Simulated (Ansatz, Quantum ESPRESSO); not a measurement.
# Al(111), 5 layers, one monolayer of H on top sites: vacuum level and surface dipole, part 4 of 6

How much energy does it take to lift an electron out of Al(111), 5 layers, one monolayer of H on top sites, and how far do the settings matter?

Quantum ESPRESSO 7.5; plane-wave DFT, PBE, GBRV ultrasoft pseudopotentials; geometry and cross-check by Ansatz 0.2.0 with PAW datasets.

So far. Step 8 (Ground state: open boundaries by the effective …): The upper level is 5.870 eV against 5.871 eV from the periodic run.

**9. SCF with pw.x: rev-vdW-DF2, GBRV ultrasoft**

The geometry stays; functional or pseudopotentials change.

Level of this step: plane-wave DFT, rev-vdW-DF2, GBRV ultrasoft pseudopotentials made under PBE (Quantum ESPRESSO 7.5). input_dft overrides the functional of the files.

Input file gbrv-vdw-df2-b86r.in:

```
&control
  prefix = 'gbrv-vdw-df2-b86r'
  outdir = './out'
  pseudo_dir = './pseudo'
  calculation = 'scf'
  tprnfor = .true.
/
&system
  ibrav = 0
  nat = 6
  ntyp = 2
  ecutwfc = 40
  ecutrho = 200
  input_dft = 'vdw-df2-b86r'
  occupations = 'smearing'
  smearing = 'mv'
  degauss = 0.02
  assume_isolated = 'esm'
  esm_bc = 'bc1'
/
&electrons
  conv_thr = 1e-07
  mixing_beta = 0.4
  electron_maxstep = 120
  mixing_mode = 'local-TF'
/
ATOMIC_SPECIES
  Al  26.9815  al_pbe_v1.uspp.F.UPF
  H   1.0080  h_pbe_v1.4.uspp.F.UPF
CELL_PARAMETERS angstrom
  2.86378246382125 0.00000000000000 0.00000000000000
  1.43189123191063 2.48010836458159 0.00000000000000
  0.00000000000000 0.00000000000000 28.35307436090000
ATOMIC_POSITIONS crystal
  Al  0.666666666667 0.666666666667 -0.191897009100
  Al  0.000000000000 0.000000000000 -0.109427342500
  Al  0.333333333333 0.333333333333 -0.026957675800
  Al  0.666666666667 0.666666666667 0.055658339766
  Al  0.000000000000 -0.000000000000 0.135300118888
  H   0.000000000000 -0.000000000000 0.191897009100
K_POINTS automatic
  12 12 1 0 0 0
```

The run is started by

```sh
OMP_NUM_THREADS=1 mpirun -n 2 pw.x -nk 2 -in gbrv-vdw-df2-b86r.in > gbrv-vdw-df2-b86r.out
```

The program printed:

```text
[banner, memory and clock lines left out]
Program PWSCF v.7.5 starts
[citation notice left out]

[...]
Message from routine setup:
[...]
bravais-lattice index     =            0
     lattice parameter (alat)  =       5.4118  a.u.
     unit-cell volume          =    1358.9624 (a.u.)^3
     number of atoms/cell      =            6
     number of atomic types    =            2
     number of electrons       =        16.00
     number of Kohn-Sham states=           12
     kinetic-energy cutoff     =      40.0000  Ry
     charge density cutoff     =     200.0000  Ry
     scf convergence threshold =      1.0E-07
     mixing beta               =       0.4000
     number of iterations used =            8  local-TF  mixing
     Exchange-correlation= VDW-DF2-B86R
                           (   1   4  26   0   2   0   0)

     Effective Screening Medium Method
     Boundary Conditions: Vacuum-Slab-Vacuum
     total charge in unit cell        =   0.0000
     grid points for fit at edges     =        4

[...]
PseudoPot. # 1 for Al read from file:
     ./pseudo/al_pbe_v1.uspp.F.UPF
     Pseudo is Ultrasoft + core correction, Zval =  3.0
     Generated by new atomic code, or converted to UPF format
     Using radial grid of  893 points,  3 beta functions with:
                l(1) =   0
                l(2) =   1
                l(3) =   2
     Q(r) pseudized with  8 coefficients,  rinner =    0.900   0.900   0.900
                                                       0.900   0.900

     PseudoPot. # 2 for H  read from file:
     ./pseudo/h_pbe_v1.4.uspp.F.UPF
     Pseudo is Ultrasoft, Zval =  1.0
     Generated by new atomic code, or converted to UPF format
     Using radial grid of  615 points,  2 beta functions with:
                l(1) =   0
                l(2) =   0
     Q(r) pseudized with  8 coefficients,  rinner =    0.700

     atomic species   valence    mass     pseudopotential
     Al                3.00    26.98150     Al( 1.00)
     H                 1.00     1.00800     H ( 1.00)

      6 Sym. Ops. (no inversion) found

[...]
number of k points=    19  Marzari-Vanderbilt smearing, width (Ry)=  0.0200
[...]
Dense  grid:    64777 G-vectors     FFT dimensions: (  25,  25, 243)

     Smooth grid:    46307 G-vectors     FFT dimensions: (  24,  24, 216)

     Initial potential from superposition of free atoms

     starting charge      15.9877, renormalised to      16.0000

     negative rho (up, down):  1.927E-04 0.000E+00

     %%%%%%%%%%%%%%%%%%%%%%%%%%%%%%%%%%%%%%%%%%%%%%%%%%%%%%%%%%%%%%%%%%%%%%%%
     %                                                                      %
     % You are using vdW-DF, which was implemented by the Thonhauser group. %
     % possible and the two reviews that describe the various versions:     %
     %                                                                      %
     %                                                                      %
     % If you are calculating stress with vdW-DF, please also cite:         %
     %                                                                      %
     %                                                                      %
     %%%%%%%%%%%%%%%%%%%%%%%%%%%%%%%%%%%%%%%%%%%%%%%%%%%%%%%%%%%%%%%%%%%%%%%%

     %%%%%%%%%%%%%%%%%%%%%%%%%%%%%%%%%%%%%%%%%%%%%%%%%%%%%%%%%%%%%%%%%%%%%%%%
     %                                                                      %
     %  vdW-DF NEWS:                                                        %
     %                                                                      %
     %  * vdW-DF3 is now available. DOI: 10.1021/acs.jctc.0c00471           %
     %    use with input_dft = 'vdW-DF3-opt1' or 'vdW-DF3-opt2'             %
     %                                                                      %
     %  * Unscreened and range-separated hybrid vdW-DF-cx functionals       %
     %    DOI: 10.1063/1.4986522 and 10.1088/1361-648X/ac2ad2               %
     %    use with input_dft = 'vdW-DF-cx0'    and 'vdW-DF-ahcx'            %
     %  * Unscreened and range-separated hybrid vdW-DF2-b86r functionals    %
     %    DOI: 10.1063/1.4986522 and DOI: 10.1103/PhysRevX.12.041003        %
     %    use with input_dft = 'vdW-DF2-br0' and 'vdW-DF2-ahbr'             %
     %                                                                      %
     %%%%%%%%%%%%%%%%%%%%%%%%%%%%%%%%%%%%%%%%%%%%%%%%%%%%%%%%%%%%%%%%%%%%%%%%

     Starting wfcs are   21 randomized atomic wfcs

     per-process dynamical memory:    53.4 Mb

     Self-consistent Calculation

     iteration #  1     ecut=    40.00 Ry     beta= 0.40
     Davidson diagonalization with overlap
     ethr =  1.00E-02,  avg # of iterations =  4.9

     negative rho (up, down):  1.924E-04 0.000E+00

     total energy              =     -34.56448450 Ry
     estimated scf accuracy    <       0.39049435 Ry

     iteration #  2     ecut=    40.00 Ry     beta= 0.40
[...]
negative rho (up, down):  6.206E-04 0.000E+00

[...]
total energy              =     -34.64068067 Ry
     estimated scf accuracy    <       0.18390513 Ry

     iteration #  3     ecut=    40.00 Ry     beta= 0.40
[...]
negative rho (up, down):  1.085E-04 0.000E+00

[...]
total energy              =     -34.68589681 Ry
     estimated scf accuracy    <       0.01490610 Ry

     iteration #  4     ecut=    40.00 Ry     beta= 0.40
[...]
c_bands:  3 eigenvalues not converged
     c_bands:  2 eigenvalues not converged
     c_bands:  1 eigenvalues not converged
[...]
negative rho (up, down):  2.846E-05 0.000E+00

[...]
total energy              =     -34.72438930 Ry
     estimated scf accuracy    <       0.02238086 Ry

     iteration #  5     ecut=    40.00 Ry     beta= 0.40
[...]
c_bands:  1 eigenvalues not converged
     c_bands:  1 eigenvalues not converged
[...]
negative rho (up, down):  1.513E-07 0.000E+00

[...]
total energy              =     -34.72276302 Ry
     estimated scf accuracy    <       0.02032219 Ry

     iteration #  6     ecut=    40.00 Ry     beta= 0.40
[...]
negative rho (up, down):  1.895E-07 0.000E+00

[...]
total energy              =     -34.72347287 Ry
     estimated scf accuracy    <       0.01416725 Ry

[...]
iteration # 43     ecut=    40.00 Ry     beta= 0.40
[...]
negative rho (up, down):  2.166E-04 0.000E+00

[...]
total energy              =     -34.72192124 Ry
     estimated scf accuracy    <       0.00000047 Ry

     iteration # 44     ecut=    40.00 Ry     beta= 0.40
[...]
negative rho (up, down):  2.398E-04 0.000E+00

[...]
total energy              =     -34.72191531 Ry
     estimated scf accuracy    <       0.00000019 Ry

     iteration # 45     ecut=    40.00 Ry     beta= 0.40
[...]
negative rho (up, down):  2.554E-04 0.000E+00

[...]
total energy              =     -34.72190758 Ry
     estimated scf accuracy    <       0.00000032 Ry

     iteration # 46     ecut=    40.00 Ry     beta= 0.40
[...]
negative rho (up, down):  2.717E-04 0.000E+00

[...]
End of self-consistent calculation

          k = 0.0000 0.0000 0.0000 (  5891 PWs)   bands (ev):

   -16.0141 -15.3689 -14.2518 -12.7562 -11.0866  -9.2653  -7.0372  -4.6785
    -2.5465  -1.2258  -0.3235   0.3849

          k = 0.0000 0.0962 0.0000 (  5911 PWs)   bands (ev):

   -15.8472 -15.2028 -14.0871 -12.5945 -10.9302  -9.1159  -6.8920  -4.5369
    -2.3982  -1.0705  -0.1608   0.5298

[...]
the Fermi energy is    -5.1467 ev

!    total energy              =     -34.72190386 Ry
     estimated scf accuracy    <       0.00000002 Ry
     smearing contrib. (-TS)   =       0.00101995 Ry
     internal energy E=F+TS    =     -34.72292382 Ry

     The total energy is F=E-TS. E is the sum of the following terms:
     one-electron contribution =    1003.31268180 Ry
     hartree contribution      =    -501.16732178 Ry
     xc contribution           =     -22.14185002 Ry
     ewald contribution        =    -514.72643381 Ry

     convergence has been achieved in  46 iterations

     negative rho (up, down):  2.717E-04 0.000E+00

     Forces acting on atoms (cartesian axes, Ry/au):

     atom    1 type  1   force =     0.00000000    0.00000000   -0.00177305
     atom    2 type  1   force =     0.00000000    0.00000000    0.00446758
     atom    3 type  1   force =     0.00000000    0.00000000   -0.00269043
     atom    4 type  1   force =     0.00000000    0.00000000   -0.00010589
     atom    5 type  1   force =     0.00000000    0.00000000   -0.00034989
     atom    6 type  2   force =     0.00000000    0.00000000    0.00042559

     Total force =     0.005537     Total SCF correction =     0.000074

[...]
```

It took 85 s on 2 MPI ranks of Intel Xeon 6975P-C (Granite Rapids), shared host; peak memory 0.45 GiB; 2.8 min of CPU time.

Numbers from this step:

| Item | Value |
| --- | --- |
| free energy | -472.4156 eV |
| Fermi energy | -5.147 eV |

**10. Self-consistent run: LDA, PseudoDojo norm-conserving**

Level of this step: plane-wave DFT, LDA, PseudoDojo norm-conserving pseudopotentials (Quantum ESPRESSO 7.5).

dojo-lda.in is the input of step 9 with these lines changed:

```diff
@@ -1,3 +1,3 @@
 &control
-  prefix = 'gbrv-vdw-df2-b86r'
+  prefix = 'dojo-lda'
   outdir = './out'
@@ -11,5 +11,4 @@
   ntyp = 2
-  ecutwfc = 40
-  ecutrho = 200
-  input_dft = 'vdw-df2-b86r'
+  ecutwfc = 64
+  ecutrho = 256
   occupations = 'smearing'
@@ -27,4 +26,4 @@
 ATOMIC_SPECIES
-  Al  26.9815  al_pbe_v1.uspp.F.UPF
-  H   1.0080  h_pbe_v1.4.uspp.F.UPF
+  Al  26.9815  Al.dojo-sr-lda-0.4.1-standard.upf
+  H   1.0080  H.dojo-sr-lda-0.4.1-standard.upf
 CELL_PARAMETERS angstrom
```

The run is started by

```sh
OMP_NUM_THREADS=1 mpirun -n 2 pw.x -nk 2 -in dojo-lda.in > dojo-lda.out
```

The program printed:

```text
[banner, memory and clock lines left out]
Program PWSCF v.7.5 starts
[citation notice left out]

[...]
Message from routine setup:
[...]
bravais-lattice index     =            0
     lattice parameter (alat)  =       5.4118  a.u.
     unit-cell volume          =    1358.9624 (a.u.)^3
     number of atoms/cell      =            6
     number of atomic types    =            2
     number of electrons       =        16.00
     number of Kohn-Sham states=           12
     kinetic-energy cutoff     =      64.0000  Ry
     charge density cutoff     =     256.0000  Ry
     scf convergence threshold =      1.0E-07
     mixing beta               =       0.4000
     number of iterations used =            8  local-TF  mixing
     Exchange-correlation= SLA  PW   NOGX NOGC
                           (   1   4   0   0   0   0   0)

     Effective Screening Medium Method
     Boundary Conditions: Vacuum-Slab-Vacuum
     total charge in unit cell        =   0.0000
     grid points for fit at edges     =        4

[...]
PseudoPot. # 1 for Al read from file:
     ./pseudo/Al.dojo-sr-lda-0.4.1-standard.upf
     Pseudo is Norm-conserving + core correction, Zval =  3.0
     Generated using ONCVPSP code by D. R. Hamann
     Using radial grid of 1854 points,  6 beta functions with:
                l(1) =   0
                l(2) =   0
                l(3) =   1
                l(4) =   1
                l(5) =   2
                l(6) =   2

     PseudoPot. # 2 for H  read from file:
     ./pseudo/H.dojo-sr-lda-0.4.1-standard.upf
     Pseudo is Norm-conserving, Zval =  1.0
     Generated using ONCVPSP code by D. R. Hamann
     Using radial grid of 1180 points,  3 beta functions with:
                l(1) =   0
                l(2) =   0
                l(3) =   1

     atomic species   valence    mass     pseudopotential
     Al                3.00    26.98150     Al( 1.00)
     H                 1.00     1.00800     H ( 1.00)

      6 Sym. Ops. (no inversion) found

[...]
number of k points=    19  Marzari-Vanderbilt smearing, width (Ry)=  0.0200
[...]
Dense  grid:    94047 G-vectors     FFT dimensions: (  27,  27, 288)

     Initial potential from superposition of free atoms

     starting charge      15.9890, renormalised to      16.0000

     negative rho (up, down):  2.733E-05 0.000E+00
     Starting wfcs are   21 randomized atomic wfcs

     per-process dynamical memory:    82.2 Mb

     Self-consistent Calculation

     iteration #  1     ecut=    64.00 Ry     beta= 0.40
     Davidson diagonalization with overlap
     ethr =  1.00E-02,  avg # of iterations =  4.9

     negative rho (up, down):  1.140E-04 0.000E+00

     total energy              =     -24.46614083 Ry
     estimated scf accuracy    <       0.33426446 Ry

     iteration #  2     ecut=    64.00 Ry     beta= 0.40
[...]
negative rho (up, down):  1.150E-04 0.000E+00

[...]
total energy              =     -24.59739805 Ry
     estimated scf accuracy    <       0.18104910 Ry

     iteration #  3     ecut=    64.00 Ry     beta= 0.40
[...]
negative rho (up, down):  5.243E-08 0.000E+00

[...]
total energy              =     -24.63833811 Ry
     estimated scf accuracy    <       0.01671847 Ry

     iteration #  4     ecut=    64.00 Ry     beta= 0.40
[...]
c_bands:  3 eigenvalues not converged
     c_bands:  1 eigenvalues not converged
     c_bands:  2 eigenvalues not converged
[...]
total energy              =     -24.68732152 Ry
     estimated scf accuracy    <       0.02498748 Ry

     iteration #  5     ecut=    64.00 Ry     beta= 0.40
[...]
c_bands:  2 eigenvalues not converged
[...]
total energy              =     -24.68499333 Ry
     estimated scf accuracy    <       0.02102655 Ry

     iteration #  6     ecut=    64.00 Ry     beta= 0.40
[...]
total energy              =     -24.68565321 Ry
     estimated scf accuracy    <       0.01269940 Ry

[...]
iteration # 34     ecut=    64.00 Ry     beta= 0.40
[...]
negative rho (up, down):  2.966E-07 0.000E+00

[...]
total energy              =     -24.68816350 Ry
     estimated scf accuracy    <       0.00000013 Ry

     iteration # 35     ecut=    64.00 Ry     beta= 0.40
[...]
negative rho (up, down):  1.083E-07 0.000E+00

[...]
total energy              =     -24.68816360 Ry
     estimated scf accuracy    <       0.00000085 Ry

     iteration # 36     ecut=    64.00 Ry     beta= 0.40
[...]
negative rho (up, down):  3.769E-06 0.000E+00

[...]
total energy              =     -24.68816259 Ry
     estimated scf accuracy    <       0.00000011 Ry

     iteration # 37     ecut=    64.00 Ry     beta= 0.40
[...]
End of self-consistent calculation

          k = 0.0000 0.0000 0.0000 ( 11621 PWs)   bands (ev):

   -15.8836 -15.2463 -14.1432 -12.6695 -11.0200  -9.1789  -6.9561  -4.5963
    -2.3305  -0.8961  -0.0591   0.7418

          k = 0.0000 0.0962 0.0000 ( 11642 PWs)   bands (ev):

   -15.7173 -15.0808 -13.9791 -12.5082 -10.8634  -9.0298  -6.8101  -4.4545
    -2.1854  -0.7382   0.0964   0.8846

[...]
the Fermi energy is    -5.0700 ev

!    total energy              =     -24.68816285 Ry
     estimated scf accuracy    <       0.00000006 Ry
     smearing contrib. (-TS)   =       0.00084109 Ry
     internal energy E=F+TS    =     -24.68900394 Ry

     The total energy is F=E-TS. E is the sum of the following terms:
     one-electron contribution =    1002.63739615 Ry
     hartree contribution      =    -500.95602542 Ry
     xc contribution           =     -11.64394086 Ry
     ewald contribution        =    -514.72643381 Ry

     convergence has been achieved in  37 iterations

     Forces acting on atoms (cartesian axes, Ry/au):

     atom    1 type  1   force =     0.00000000    0.00000000    0.00468515
     atom    2 type  1   force =    -0.00000000   -0.00000000    0.00389923
     atom    3 type  1   force =     0.00000000    0.00000000   -0.00262357
     atom    4 type  1   force =     0.00000000    0.00000000    0.00099407
     atom    5 type  1   force =     0.00000000    0.00000000   -0.00673115
     atom    6 type  2   force =     0.00000000    0.00000000   -0.00029223

     Total force =     0.009509     Total SCF correction =     0.000430

[...]
```

It took 1.8 min on 2 MPI ranks; peak memory 0.33 GiB.

Read from the output:

* free energy: -335.8996 eV
* Fermi energy: -5.07 eV
* vacuum line at the lower end of the cell, over the Fermi level: 4.233 eV
* vacuum line at the upper end of the cell, over the Fermi level: 5.907 eV

The potential energy, planar mean oscillates, so the rows of the table below give means over windows of 2.36 Å about each position, cut where the curve ends. Its maxima inside the range that stand out by 2 % of the span (Å: eV): -4.2: -0.273, -2.0: -0.241, 0.4: -0.270, 2.8: -0.710, 5.1: 2.35. Its minima: -5.4: -17.4, -3.1: -17.4, -0.8: -17.5, 1.6: -17.4, 3.8: -17.6, 5.4: 1.86.

Electrostatic potential energy of an electron; zero at the Fermi level. Table of potential energy, planar mean by z; means over each step:

| z (Å) | potential energy, planar mean (eV) |
| --- | --- |
| -13.00 | 4.23 |
| -10.64 | 4.23 |
| -8.28 | 4.09 |
| -5.92 | -6.40 |
| -3.56 | -7.41 |
| -1.20 | -7.42 |
| 1.16 | -7.42 |
| 3.52 | -7.41 |
| 5.88 | 3.86 |
| 8.24 | 5.90 |
| 10.60 | 5.91 |
| 12.96 | 5.91 |

The upper face goes from 5.870 eV (PBE, GBRV) to 5.907 eV, a change of +0.037 eV.

(Part 4 of 6 ends here.)

[Logs are printed without paths, hosts, clocks, repeated set-up lines and the standing remarks that a program may print on its own settings, such as how far it seeks lower states.]

[Hosts, paths, dates, database ids (printed as entryN), source tags and the programs' standing remarks are cut or masked in the printed files.]

[Maps of the electrostatic potential energy from Ansatz leave out the sawtooth potential of an applied field or a dipole correction, so their vacuum need not be flat; planar profiles and work functions include it.]
